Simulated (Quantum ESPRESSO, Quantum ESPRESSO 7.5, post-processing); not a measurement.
**1T-HfS2, 3 layers, AA stacking: a series in the field along the normal**

Wanted: a table for 1T-HfS2, 3 layers, AA stacking against the field along the normal, and what can be fitted to it.

Method: plane-wave DFT, PBE, GBRV ultrasoft pseudopotentials (geometry by pw.x at PBE-D3(BJ), GBRV ultrasoft), in Quantum ESPRESSO 7.5.

This is a report of a sequence of runs, with most program output left out.

**1. Set-up**

The cell holds 9 atoms: 6 S and 3 Hf. Cell: a = 3.640 Å, b = 3.640 Å, c = 33.036 Å, α = 90.0°, β = 90.0°, γ = 120.0°. It derives from HfS2. Vacuum lies along c.

Set-up: Cell and atoms are relaxed without a field with a D3(BJ) correction and then held. Sawtooth field with dipole correction, 17 Å of vacuum in the starting cell, Fermi-Dirac smearing of 0.002 Ry; bands along a path at each field.

Members -0.05, 0.1, -0.1, 0.2, -0.2, 0.3 and -0.3 took the same steps and show in the table alone.

**2. Variable-cell relaxation of the reference**

What the set-up leaves free in this member is relaxed.

Input file ref.relax.in:

```
&control
  prefix = 'ref.relax'
  outdir = './out'
  pseudo_dir = './pseudo'
  nstep = 80
  forc_conv_thr = 0.0004
  calculation = 'vc-relax'
  etot_conv_thr = 1e-06
/
&system
  ibrav = 0
  nat = 9
  ntyp = 2
  ecutwfc = 50
  ecutrho = 250
  vdw_corr = 'grimme-d3'
  dftd3_version = 4
  occupations = 'smearing'
  smearing = 'fd'
  degauss = 0.004
/
&electrons
  conv_thr = 1e-09
  mixing_beta = 0.4
  electron_maxstep = 120
  mixing_mode = 'plain'
/
&ions
/
&cell
  cell_dofree = '2Dxy'
  press_conv_thr = 0.3
/
ATOMIC_SPECIES
  S   32.0600  s_pbe_v1.4.uspp.F.UPF
  Hf  178.4900  hf_pbe_v1.uspp.F.UPF
CELL_PARAMETERS angstrom
  3.64000000000000 0.00000000000000 0.00000000000000
  -1.82000000000000 3.15233246977536 0.00000000000000
  0.00000000000000 0.00000000000000 33.03647757222524
ATOMIC_POSITIONS crystal
  S   0.666666666700 0.333333333300 0.257291352609
  Hf  0.000000000000 0.000000000000 0.305906692785
  S   0.333333333300 0.666666666700 0.354522032960
  S   0.666666666700 0.333333333300 0.451384659825
  Hf  0.000000000000 0.000000000000 0.500000000000
  S   0.333333333300 0.666666666700 0.548615340175
  S   0.666666666700 0.333333333300 0.645477967040
  Hf  0.000000000000 0.000000000000 0.694093307215
  S   0.333333333300 0.666666666700 0.742708647391
K_POINTS automatic
  12 12 1 0 0 0
```

Command:

```
$ OMP_NUM_THREADS=1 mpirun -n 4 pw.x -nk 4 -in ref.relax.in > ref.relax.out
```

It took 53 min on 4 MPI ranks of Arm Neoverse V2, shared host; peak memory 2 GiB.

The steps of the relaxation (22 of 27):

| step | energy less that of the first step (eV) | largest force (eV/Å) | volume (Å³) |
| --- | --- | --- | --- |
| 1 | 0.0000 | 1.7775 | 379.08 |
| 2 | -0.4219 | 1.3336 | 374.27 |
| 3 | -0.7172 | 0.8042 | 369.60 |
| 5 | -0.8498 | 0.1149 | 366.09 |
| 6 | -0.8570 | 0.1285 | 367.59 |
| 7 | -0.8660 | 0.1166 | 369.85 |
| 8 | -0.8730 | 0.0660 | 373.24 |
| 10 | -0.8738 | 0.0482 | 373.95 |
| 11 | -0.8743 | 0.0623 | 373.98 |
| 12 | -0.8749 | 0.0775 | 373.98 |
| 13 | -0.8761 | 0.0944 | 373.98 |
| 15 | -0.8805 | 0.1367 | 373.95 |
| 16 | -0.8846 | 0.1653 | 373.94 |
| 17 | -0.8904 | 0.1989 | 373.94 |
| 18 | -0.8982 | 0.2462 | 373.83 |
| 20 | -0.9231 | 0.3855 | 373.71 |
| 21 | -0.9354 | 0.3990 | 373.67 |
| 22 | -0.9449 | 0.3298 | 373.77 |
| 23 | -0.9569 | 0.1819 | 373.99 |
| 25 | -0.9633 | 0.0095 | 373.96 |
| 26 | -0.9633 | 0.0054 | 373.92 |
| 27 | -0.9652 | 0.0053 | 373.92 |

| cell as run | before | after | change |
| --- | --- | --- | --- |
| a (Å) | 3.640 | 3.615 | -0.7 % |
| b (Å) | 3.640 | 3.615 | -0.7 % |

The atoms that moved most (Å, along periodic axes as changes of fractional coordinates times the final cell, across vacuum about the mean position):

| atom | dx | dy | dz | length |
| --- | --- | --- | --- | --- |
| S9 | 0.000 | 0.000 | -0.754 | 0.754 |
| S1 | 0.000 | 0.000 | 0.754 | 0.754 |
| Hf2 | 0.000 | 0.000 | 0.603 | 0.603 |
| Hf8 | 0.000 | 0.000 | -0.603 | 0.603 |
| S7 | 0.000 | 0.000 | -0.449 | 0.449 |
| S3 | 0.000 | 0.000 | 0.449 | 0.449 |
| S6 | 0.000 | 0.000 | -0.155 | 0.155 |
| S4 | 0.000 | 0.000 | 0.155 | 0.155 |

 The last row is no step: it is a fresh SCF in the final cell with a new plane-wave basis, -2 meV from the row before.

This step gave:

```
free energy  : -8472.4887 eV
Fermi energy : 1.522 eV
```

**3. Self-consistent run, 0 V/Å**

The self-consistent run of this member.

Level of this step: plane-wave DFT, PBE, GBRV ultrasoft pseudopotentials (Quantum ESPRESSO 7.5).

Input file m0.scf.in:

```
&control
  prefix = 'm0.scf'
  outdir = './out'
  pseudo_dir = './pseudo'
  calculation = 'scf'
  tprnfor = .true.
  tefield = .true.
  dipfield = .true.
/
&system
  ibrav = 0
  nat = 9
  ntyp = 2
  ecutwfc = 40
  ecutrho = 200
  occupations = 'smearing'
  smearing = 'fd'
  degauss = 0.002
  edir = 3
  emaxpos = 0.97
  eopreg = 0.04
  eamp = 0.0
  nbnd = 42
/
&electrons
  conv_thr = 1e-09
  mixing_beta = 0.4
  electron_maxstep = 120
  mixing_mode = 'plain'
/
ATOMIC_SPECIES
  S   32.0600  s_pbe_v1.4.uspp.F.UPF
  Hf  178.4900  hf_pbe_v1.uspp.F.UPF
CELL_PARAMETERS angstrom
  3.61513486500000 0.00000000000000 0.00000000000000
  -1.80756743300000 3.13079863100000 0.00000000000000
  0.00000000000000 0.00000000000000 33.03647757200000
ATOMIC_POSITIONS crystal
  S   0.666666666700 0.333333333300 0.280126367400
  Hf  0.000000000000 0.000000000000 0.324164336300
  S   0.333333333300 0.666666666700 0.368119316000
  S   0.666666666700 0.333333333300 0.456077503200
  Hf  0.000000000000 0.000000000000 0.500000000000
  S   0.333333333300 0.666666666700 0.543922496800
  S   0.666666666700 0.333333333300 0.631880684000
  Hf  0.000000000000 0.000000000000 0.675835663700
  S   0.333333333300 0.666666666700 0.719873632600
K_POINTS automatic
  12 12 1 0 0 0
```

Command:

```
$ OMP_NUM_THREADS=1 mpirun -n 4 pw.x -nk 4 -in m0.scf.in > m0.scf.out
```

It took 5.1 min on 4 MPI ranks; peak memory 1.7 GiB.

Read from the output:

- free energy: -8469.8813 eV
- Fermi energy: 1.508 eV
- dipole along the normal: -2.08e-5 e·Å
- valence top, on the run's zero: 0.9469 eV
- conduction bottom, on the run's zero: 2.101 eV
- gap by band count: 1.154 eV

**4. Potential by pp.x, 0 V/Å**

plot_num = 11 writes the bare and Hartree potential, from which vacuum levels or, in a crystal, the mean potential are read.

Input file m0.pot.in:

```
&inputpp
  prefix = 'm0.scf'
  outdir = './out'
  filplot = 'm0.pot.dat'
  plot_num = 11
/
```

Command:

```
$ OMP_NUM_THREADS=1 mpirun -n 4 pp.x -in m0.pot.in > m0.pot.out
```

Elapsed: 1.2 s, on 4 MPI ranks; peak memory 0.22 GiB; 4.5 s of CPU time.

Numbers from this step:

| Quantity | Value |
| --- | --- |
| slope of the potential above | 2.39e-5 eV/Å |
| upper vacuum line continued to the top atoms, over the valence top | 6.360 eV |
| slope of the potential below | -1.83e-5 eV/Å |
| lower vacuum line continued to the bottom atoms, over the valence top | 6.360 eV |
| vacuum level at the upper face over the valence top of the mesh | 6.360 eV |
| vacuum level at the lower face over the valence top of the mesh | 6.360 eV |

The potential energy, planar mean oscillates, so the rows of the table below give means over windows of 2.93 Å about each position, cut where the curve ends. Its maxima inside the range that stand out by 2 % of the span (Å: eV): 10.7: -4.96, 13.7: 5.50, 16.5: -4.95, 19.4: 5.50, 22.4: -4.96. Its minima: 9.3: -9.38, 12.0: -9.40, 15.1: -9.47, 17.9: -9.47, 21.0: -9.40, 23.7: -9.38.

Electrostatic potential energy of an electron, with the sawtooth; zero at the highest filled level of the SCF mesh. Potential energy, planar mean against z; means over each step:

z (Å), potential energy, planar mean (eV) and a bar from the least value:
```
     1.47       6.36 ##############################
     4.40       6.36 ##############################
     7.33       5.35 ############################
    10.26      -6.05 
    13.19      -0.12 ###############
    16.12      -6.16 
    19.05      -0.06 ###############
    21.98      -6.21 
    24.91       1.55 ###################
    27.84       6.36 ##############################
    30.77       6.36 ##############################
```

**5. Bands along a path, 0 V/Å**

Bands along a path place the edges.

m0.bands.in, as its differences from the input of step 3:

```diff
@@ -1,7 +1,6 @@
 &control
-  prefix = 'm0.scf'
+  prefix = 'm0.bands'
   outdir = './out'
   pseudo_dir = './pseudo'
-  calculation = 'scf'
-  tprnfor = .true.
+  calculation = 'bands'
   tefield = .true.
@@ -25,6 +24,6 @@
 &electrons
-  conv_thr = 1e-09
+  conv_thr = 1e-07
   mixing_beta = 0.4
   electron_maxstep = 120
-  mixing_mode = 'plain'
+  mixing_mode = 'local-TF'
 /
@@ -47,3 +46,7 @@
   S   0.333333333300 0.666666666700 0.719873632600
-K_POINTS automatic
-  12 12 1 0 0 0
+K_POINTS crystal_b
+4
+  0.0000000000 0.0000000000 0.0000000000 10
+  0.5000000000 0.0000000000 0.0000000000 10
+  0.3333333333 0.3333333333 0.0000000000 10
+  0.0000000000 0.0000000000 0.0000000000 1
```

Command:

```
$ cp -r out/m0.scf.save out/m0.bands.save
$ cp out/m0.scf.xml out/m0.bands.xml
$ OMP_NUM_THREADS=1 mpirun -n 4 pw.x -nk 4 -in m0.bands.in > m0.bands.out
```

Elapsed: 87 s, on 4 MPI ranks; peak memory 0.64 GiB; 5.8 min of CPU time.

Band numbers count within the set of bands kept for display. The electronic bands at the labelled points (eV, zero at the highest filled level of the SCF mesh; v1 is the highest filled band, c1 the lowest empty one):

| point | v4 | v3 | v2 | v1 | c1 | c2 | c3 | c4 |
| --- | --- | --- | --- | --- | --- | --- | --- | --- |
| Γ | -0.04 | -0.04 | 0.00 | 0.00 | 2.04 | 2.04 | 2.07 | 2.07 |
| halfway | -0.86 | -0.82 | -0.59 | -0.34 | 1.62 | 1.64 | 1.67 | 3.32 |
| M | -1.21 | -1.08 | -0.99 | -0.94 | 1.15 | 1.22 | 1.26 | 4.18 |
| halfway | -1.80 | -1.57 | -1.39 | -1.20 | 1.96 | 2.07 | 2.17 | 3.90 |
| K | -1.83 | -1.78 | -1.78 | -1.63 | 2.74 | 2.83 | 2.89 | 3.46 |
| halfway | -1.59 | -0.73 | -0.62 | -0.55 | 2.29 | 2.38 | 2.46 | 2.55 |
| Γ | -0.04 | -0.04 | 0.00 | 0.00 | 2.04 | 2.04 | 2.07 | 2.07 |

Along this path the valence top lies at Γ and the conduction bottom at M.

**6. Ground state, 0.05 V/Å**

m1.scf.in, as its differences from the input of step 3:

```diff
@@ -1,3 +1,3 @@
 &control
-  prefix = 'm0.scf'
+  prefix = 'm1.scf'
   outdir = './out'
@@ -21,3 +21,3 @@
   eopreg = 0.04
-  eamp = 0.0
+  eamp = 0.00097235
   nbnd = 42
@@ -29,2 +29,3 @@
   mixing_mode = 'plain'
+  startingpot = 'file'
 /
```

Command:

```
$ cp -r out/m0.scf.save out/m1.scf.save
$ OMP_NUM_THREADS=1 mpirun -n 4 pw.x -nk 4 -in m1.scf.in > m1.scf.out
```

It took 4.9 min on 4 MPI ranks; peak memory 1.7 GiB.

Numbers from this step:

- free energy: -8469.8824 eV
- Fermi energy: 1.542 eV
- dipole along the normal: 0.04445 e·Å
- valence top, on the run's zero: 0.9844 eV
- conduction bottom, on the run's zero: 2.093 eV
- gap by band count: 1.108 eV

**7. Self-consistent run, 0.4 V/Å**

m9.scf.in, as its differences from the input of step 6:

```diff
@@ -1,3 +1,3 @@
 &control
-  prefix = 'm1.scf'
+  prefix = 'm9.scf'
   outdir = './out'
@@ -21,3 +21,3 @@
   eopreg = 0.04
-  eamp = 0.00097235
+  eamp = 0.00777876
   nbnd = 42
```

Command:

```
$ cp -r out/m0.scf.save out/m9.scf.save
$ OMP_NUM_THREADS=1 mpirun -n 4 pw.x -nk 4 -in m9.scf.in > m9.scf.out
```

Run time: 13 min. Hardware: 4 MPI ranks; peak memory 1.4 GiB; 52 min of CPU time.

Read from the output:

```
free energy                          : -8469.9525 eV
Fermi energy                         : 1.597 eV
dipole along the normal              : 0.3565 e·Å
valence top, on the run's zero       : 1.402 eV
conduction bottom, on the run's zero : 1.810 eV
gap by band count                    : 0.4086 eV
```

**8. Self-consistent run, -0.4 V/Å**

m10.scf.in, as its differences from the input of step 7:

```diff
@@ -1,3 +1,3 @@
 &control
-  prefix = 'm9.scf'
+  prefix = 'm10.scf'
   outdir = './out'
@@ -21,3 +21,3 @@
   eopreg = 0.04
-  eamp = 0.00777876
+  eamp = -0.00777876
   nbnd = 42
```

Command:

```
$ cp -r out/m0.scf.save out/m10.scf.save
$ OMP_NUM_THREADS=1 mpirun -n 4 pw.x -nk 4 -in m10.scf.in > m10.scf.out
```

Run time: 13 min. Hardware: 4 MPI ranks; peak memory 1.7 GiB.

Numbers from this step:

- Fermi energy: 1.446 eV
- dipole along the normal: -0.3564 e·Å
- valence top, on the run's zero: 1.251 eV
- conduction bottom, on the run's zero: 1.660 eV
- gap by band count: 0.4087 eV

**9. The series side by side**

The series in one table, energies over the lowest:

| the field along the normal | dipole (e Å) | gap along the path (eV) | upper vacuum line at the top atoms, over the zero (eV) | lower vacuum line at the bottom atoms, over the zero (eV) | energy (eV) |
| --- | --- | --- | --- | --- | --- |
| -0.4 V/Å | -0.3564 | 0.4079 | 5.928 | 6.041 | 0.0000 |
| -0.3 V/Å | -0.2672 | 0.6146 | 6.041 | 6.128 | 0.0312 |
| -0.2 V/Å | -0.178 | 0.821 | 6.156 | 6.215 | 0.0534 |
| -0.1 V/Å | -0.08904 | 1.022 | 6.271 | 6.3 | 0.0668 |
| -0.05 V/Å | -0.04447 | 1.108 | 6.324 | 6.339 | 0.0701 |
| 0 V/Å | -2.082e-05 | 1.154 | 6.36 | 6.36 | 0.0712 |
| 0.05 V/Å | 0.04445 | 1.108 | 6.339 | 6.324 | 0.0701 |
| 0.1 V/Å | 0.08913 | 1.022 | 6.299 | 6.271 | 0.0668 |
| 0.2 V/Å | 0.178 | 0.8207 | 6.215 | 6.156 | 0.0534 |
| 0.3 V/Å | 0.2671 | 0.6141 | 6.128 | 6.04 | 0.0312 |
| 0.4 V/Å | 0.3565 | 0.4088 | 6.041 | 5.929 | 0.0000 |

**10. By hand**

4πα/A = 180.95 × 0.8905 e Å²/V / 11.318 Å² = 14.24 Å.

In linear response the energy changes by −(p₀ + p)E/2: at 0.2 V/Å, −(-0.0000 + 0.1780) × 0.2/2 = -0.0178 eV; the runs give -0.0178 eV.

**11. Results**

```
4πα/A from the weak fields                                                       : 14.24 Å
gap along the path, at -0.4 V/Å and at 0.4 V/Å                                   : 0.41, 0.41 eV
upper vacuum line at the top atoms, over the zero, at -0.4 V/Å and at 0.4 V/Å    : 5.93, 6.04 eV
lower vacuum line at the bottom atoms, over the zero, at -0.4 V/Å and at 0.4 V/Å : 6.04, 5.93 eV
```

In words: The series holds 11 members; 4πα/A from the weak fields: 14.24 Å (PBE, GBRV ultrasoft). The strongest fields leave the weak-field line by 0.1 % of the induced dipole. From -0.4 V/Å to 0.4 V/Å the gap along the path goes from 0.41 to 0.41 eV by way of 1.15 at 0 V/Å. From -0.4 V/Å to 0.4 V/Å the upper vacuum line at the top atoms, over the zero goes from 5.93 to 6.04 eV by way of 6.36 at 0 V/Å. From -0.4 V/Å to 0.4 V/Å the lower vacuum line at the bottom atoms, over the zero goes from 6.04 to 5.93 eV by way of 6.36 at 0 V/Å. Ions are held; semilocal gaps are too small; in strong fields empty levels can belong to the vacuum; one stacking.

[Logs are printed without paths, hosts, clocks, repeated set-up lines and the standing remarks that a program may print on its own settings, such as how far it seeks lower states.]

[Hosts, paths, dates, database ids (printed as entryN), source tags and the programs' standing remarks are cut or masked in the printed files.]

[Maps of the electrostatic potential energy from Ansatz leave out the sawtooth potential of an applied field or a dipole correction, so their vacuum need not be flat; planar profiles and work functions include it.]
